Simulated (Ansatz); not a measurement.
An input for Ansatz 0.2.0 (GeH6CI3N (CH3NH3GeI3)):

The structure was built from a prototype and need not be the compound's stable phase.

```yaml
crystal:
  lattice:
    - [5.8668316077, 0.2883030652, 0.0662740025]
    - [0.2883030652, 5.9385653728, 0.0962838686]
    - [0.0662740025, 0.0962838686, 5.8672506988]
  atoms:
    - { symbol: C, position: [0.9269170889, 0.9146527793, 0.9831184323] }
    - { symbol: "N", position: [0.0781424511, 0.0960660543, 0.0098946862] }
    - { symbol: H, position: [1.0335207602, 0.7540610316, 0.9619979637] }
    - { symbol: H, position: [0.1842379779, 1.1124707428, 0.8664981039] }
    - { symbol: H, position: [0.8220526717, -0.0454106832, 0.8317094623] }
    - { symbol: H, position: [-0.0165304885, 0.2508014888, 0.0333257572] }
    - { symbol: H, position: [0.8162231621, -0.0956235813, 0.1358389744] }
    - { symbol: H, position: [0.1835625679, 1.0652022878, 0.1509816534] }
    - { symbol: Ge, position: [0.518353722, 0.5167532441, 0.5316610556] }
    - { symbol: I, position: [0.5133267614, 0.4709631545, 0.0010423275] }
    - { symbol: I, position: [0.4460134129, -0.0165903174, 0.5018875215] }
    - { symbol: I, position: [-0.0156379097, 0.475868373, 0.4917495274] }
kpoints:
  mp_grid: { grid: [4, 4, 4] }
hamiltonian:
  xc: pbesol
scf:
  occupations: { method: fixed }
gw:
  n_empty_bands: 850
  ecut_chi: 150.0
  qp_bands: [v4, c4]
  qp_kpoints: band_edges
  screening: { model: contour_deformation }
```

```sh
ansatz run input.yaml --threads 3 --pin off --max-ram 92160MiB --backend cuda --events-out ev --progress --plain --runs-dir out --devices 1 --max-vram 13GiB  # rebuilt from the run's record
```

How long will it take on 1 × NVIDIA H100 80GB HBM3 (shared by 6 runs) with 3 threads of AMD EPYC 7R13 (Zen 3), shared host, and how much memory?

It took 6.7 min; on shared hardware allow 3.4 min to 13 min. Peak host memory was 7.8 GiB. The sizes that set the cost: 3979 plane waves a state, 36 irreducible k points, 890 bands summed, 835 plane waves in the screening and 8 SCF cycles.

The screening grows as filled bands × empty bands × pairs of k points, times the square of the screening basis for the matrix.

[Paths, hosts, dates, memory and timing lines, banners, echoed tables and standing remarks are left out of the program output.]

[Logs are printed without paths, hosts, clocks, repeated set-up lines and the standing remarks that a program may print on its own settings, such as how far it seeks lower states.]

[Runs of the session that timed out or met a known fault of the program may be left out.]

[Cells called generated may have been cut or substituted from an entry of the Crystallography Open Database or the Materials Project.]

[Hosts, paths, dates, database ids (printed as entryN), source tags and the programs' standing remarks are cut or masked in the printed files.]
